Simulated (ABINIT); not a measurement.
Planning a run of ABINIT 10.8.3 on SnSe2 (P-3m1). The input:

```
acell 3*1.0 Angstrom
rprim 
  3.925329999987 0.000000000003 0.000000000000
  -1.962664999996 3.399435498224 0.000000000000
  0.000000000000 0.000000000000 6.320080000000
ntypat 2
znucl 50 34
natom 3
typat 1 2 2
xred 
  0.000000000000 0.000000000000 0.000000000000
  0.333333333333 0.666666666667 0.243912048303
  0.666666666667 0.333333333333 0.756087951697
pp_dirpath "pseudos"
pseudos "Sn.upf, Se.upf"
ecut 48
ngkpt 6 6 4
nshiftk 1
shiftk 0 0 0
kptopt 1
chksymbreak 0
nband 40
occopt 1
tolvrs 1e-08
nstep 60
prtwf 0
indata_prefix "in"
outdata_prefix "out"
tmpdata_prefix "tmp"
```

```sh
OMP_NUM_THREADS=1 mpirun -n 4 abinit run.abi > log
```

Q: How long will it take on 4 MPI ranks of Arm Neoverse V2, shared host, and how much memory?

It took 91 s; on shared hardware allow 46 s to 3 min. Peak host memory was 0.53 GiB.

[Paths, hosts, dates, memory and timing lines, banners, echoed tables and standing remarks are left out of the program output.]

[Logs are printed without paths, hosts, clocks, repeated set-up lines and the standing remarks that a program may print on its own settings, such as how far it seeks lower states.]

[Runs of the session that timed out or met a known fault of the program may be left out.]

[Hosts, paths, dates, database ids (printed as entryN), source tags and the programs' standing remarks are cut or masked in the printed files.]

[G0W0 gaps are taken among the corrected bands and points alone; a level outside them can change the order at an edge.]

[Where Ansatz stands beside ABINIT at settings called matched, ABINIT's density can come from a denser mesh and the files from another edition; pairs whose starting gaps differed by over 0.03 eV were left out, so agreement reads better than it is.]
